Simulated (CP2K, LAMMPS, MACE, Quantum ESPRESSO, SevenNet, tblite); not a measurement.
# Bulk modulus two ways: glassy 62GeO2-38BaO (mol %) (76 atoms), QE, PBE

The cell holds 76 atoms (18 Ge, 11 Ba and 47 O). Recipe: 76 atoms (18 Ge, 11 Ba, 47 O) placed at random at 4.59 g/cm³, melted at 4000 K for 10 ps at fixed volume with the Morse and Coulomb pair potential with partial charges (Pedone, Malavasi, Menziani, Cormack and Segre, J. Phys. Chem. B 110, 11780 (2006)). Quenched from 4000 K to 300 K at 20 K/ps and fixed volume, held 10 ps at zero pressure, then minimised at fixed cell. Then the atoms were relaxed with MACE MPA-0 medium in the fixed cell.

Calculated with Quantum ESPRESSO 7.5: PBE; plane waves, SSSP efficiency, 60/480 Ry; k-points Γ. The cell is scaled evenly by ±3 % in volume, and MACE MPA-0 medium relaxes the atoms at each volume before the single point.

```
volume (Å³/atom)  energy less the middle row's (meV/atom)  pressure (GPa)
          15.988                                    0.657           0.584
          16.483                                    0.000          -0.722
          16.977                                    3.290          -1.918
```

Task: Find the bulk modulus at the middle volume from the pressures and from the energies, and check the printed pressure against the slope of the energy (1 meV/Å³ = 0.16022 GPa).

Worked:

The step is h = 0.4945 Å³. From pressures: B = −V dP/dV = 16.483 × (0.584 − (-1.918)) / (2 × 0.4945) = 41.7 GPa.

From energies: B = V d²E/dV² = 16.483 × (0.657 + (3.290)) / 0.4945² = 266.0 meV/Å³ = 42.6 GPa.

Slope: P = −dE/dV = −(3.290 − (0.657)) / (2 × 0.4945) = -2.66 meV/Å³ = -0.43 GPa, against -0.72 GPa printed.

The two moduli agree within 2 %.

A central difference over ±3 % overstates P by about B(1 + B′)(0.03)²/6, some 0.03 GPa for B′ = 4, which is small against the gap found. The atoms follow MACE MPA-0 medium, so this level's forces do work along the path, which enters the energies but not the printed pressures. A stress printed at a finite cutoff holds the number of plane waves fixed and tends to come out low, which is the sign found here.

Limits: three points, a static cell at zero temperature, the cell shape held; the modulus is that at -0.7 GPa, not at zero pressure.

[Logs are printed without paths, hosts, clocks, repeated set-up lines and the standing remarks that a program may print on its own settings, such as how far it seeks lower states.]

[Hosts, paths, dates, database ids (printed as entryN), source tags and the programs' standing remarks are cut or masked in the printed files.]
